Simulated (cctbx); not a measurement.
## Reading a Patterson map

Space group I4/mcm (no. 140), a = 7.8360 Å, b = 7.8360 Å, c = 13.7660 Å, α = 90.00°, β = 90.00°, γ = 90.00°, content W8 Er4 Ho16 P4.

Simulated single-crystal data (cctbx): Mo Kα, λ = 0.71073 Å, to d = 0.7 Å, 50 % of the full sphere, strongest reflection 5000 counts, noise from counting, a 4 % proportional error and a noise floor of 8 counts (s.d.); no absorption.

Patterson synthesis, origin scaled to 1000:

```text
Patterson group I 4/m m m
      u       v       w   height  length (A)
  0.000   0.000   0.000   1000.0     0.00
  0.000   0.000   0.362    532.4     4.99
  0.000   0.293   0.500    407.2     7.25
  0.000   0.290   0.138    277.3     2.96
  0.000   0.000   0.275    274.6     3.79
  0.209   0.209   0.500    188.4     7.26
  0.211   0.211   0.138    145.9     3.01
  0.000   0.302   0.223    126.2     3.87
  0.143   0.363   0.000    123.1     3.06
  0.151   0.345   0.136    122.3     3.49
  0.000   0.000   0.500    105.2     6.88
  0.201   0.201   0.222     58.7     3.79
  0.000   0.132   0.019     20.7     1.06
  0.000   0.131   0.259     20.3     3.71
```

Q: Assign the vectors.

A peak at u stands for all pairs with xi − xj = u, with weight Σ ZiZj against Σ Z² = 135028 at the origin. Peak heights follow these weights only roughly, since form factors, motion and series ripples differ, all vectors within 0.55 Å of a peak are counted as merged into it though the farther ones add only part of their weight, and F(000) is left out, which lowers the whole map:

| u | v | w | shortest length (Å) | height | 1000 ΣZiZj/ΣZ² | pairs in the cell |
| --- | --- | --- | --- | --- | --- | --- |
| 0.000 | 0.000 | 0.362 | 4.98 | 532 | 587 | 16 × W–Ho |
| 0.000 | 0.293 | 0.500 | 4.24 | 407 | 428 | 8 × Ho–Ho, 4 × W–W |
| 0.000 | 0.290 | 0.138 | 2.96 | 277 | 294 | 8 × W–Ho |
| 0.000 | 0.000 | 0.275 | 3.79 | 275 | 326 | 8 × Ho–Ho, 8 × Er–P |
| 0.209 | 0.209 | 0.500 | 3.22 | 188 | 214 | 4 × Ho–Ho, 2 × W–W |
| 0.211 | 0.211 | 0.138 | 3.01 | 146 | 147 | 4 × W–Ho |
| 0.000 | 0.302 | 0.223 | 3.88 | 126 | 133 | 4 × Ho–Ho |
| 0.143 | 0.363 | 0.000 | 3.06 | 123 | 149 | 4 × W–Er |
| 0.151 | 0.345 | 0.136 | 3.49 | 122 | 165 | 4 × Er–Ho, 4 × Ho–P |
| 0.000 | 0.000 | 0.500 | 5.54 | 105 | 144 | 4 × Er–Er, 4 × P–P |

The table stops at ten peaks or at a height of 45, below which ripples compete. In the model behind the data W, the heaviest element, has 1 independent site: (0.1392, 0.3608, 0), up to an allowed shift of origin; the W–W vectors are differences of these positions and their symmetry mates. Elements of similar Z can't be told apart from the map alone. The whole model:

```
atom  mult.       x       y       z  Ueq (Å²)
  W1      8  0.1392  0.3608       0    0.0086
 Er1      4     1/2     1/2       0    0.0089
 Ho1     16  0.6505  0.8495  0.1379    0.0075
  P1      4     1/2     1/2     1/4    0.0132
```

The model is made up (kin elements in a known structure type, no relaxation), so it says nothing on whether the phase exists.

[Logs are printed without paths, hosts, clocks, repeated set-up lines and the standing remarks that a program may print on its own settings, such as how far it seeks lower states.]
